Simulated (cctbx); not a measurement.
# What resolution and counting buy: Zr3BN4

Space group P4/mmm (no. 123), a = 3.2050 Å, b = 3.2050 Å, c = 8.8100 Å, α = 90.00°, β = 90.00°, γ = 90.00°.

```csv
atom,mult.,x,y,z,Ueq (Å²)
Zr1,2,1/2,1/2,0.2503,0.0041
Zr2,1,0,0,1/2,0.0037
N1,1,1/2,1/2,1/2,0.0067
N2,2,0,0,0.7728,0.0070
N3,1,1/2,1/2,0,0.0067
B1,1,0,0,0,0.0079
```

The model is made up (kin elements in a known structure type, no relaxation), so it says nothing on whether the phase exists.

Five simulated data sets (cctbx; Ag Kα, λ = 0.56087 Å; 2 % proportional error) differ in resolution or exposure (noise floor 8 counts in the first three, 8 in the last two). Each is refined with the right model, isotropic at 1.1 Å and anisotropic otherwise. How do the figures of merit and the uncertainties move?

```
d min (Å)  top counts  ⟨I/σ⟩ (unmerged, absences included)  unique  param. (scale apart)   Rint      R1  GooF  largest s.u. xyz (fractional)  s.u. U of B1 (Å²)  largest error (Å)
      1.1       20000                                 29.2      35                     8  0.020  0.0065  0.91                        0.00055             0.0028             0.0003
     0.84       20000                                 27.1      71                    14  0.019  0.0058  0.81                        0.00033             0.0017             0.0005
      0.6       20000                                 22.1     173                    14  0.021  0.0093  1.03                        0.00025             0.0008             0.0019
     0.75         300                                  2.5      98                    14  0.223  0.0516  0.90                        0.00641             0.0300             0.0366
     0.75        3000                                 11.2      98                    14  0.043  0.0168  0.91                        0.00078             0.0038             0.0041
```

The number of reflections grows roughly as 1/d³: 35, 71 and 173 here. R1 follows the noise rather than the truth: at 300 counts it is 0.0516, at 3000 counts 0.0168, while GooF is 0.90 and 0.91: the weights 1/σ² carry the noise. The s.u. of U (U11 where anisotropic) for B1 goes 0.0028, 0.0017, 0.0008 Å² with resolution and 0.0300, 0.0038 Å² with exposure.

Hardware for the 0.6 Å refinement: 0.7 s on 1 thread of Arm Neoverse N1, on a shared host, peak memory 0.09 GiB.

[Logs are printed without paths, hosts, clocks, repeated set-up lines and the standing remarks that a program may print on its own settings, such as how far it seeks lower states.]
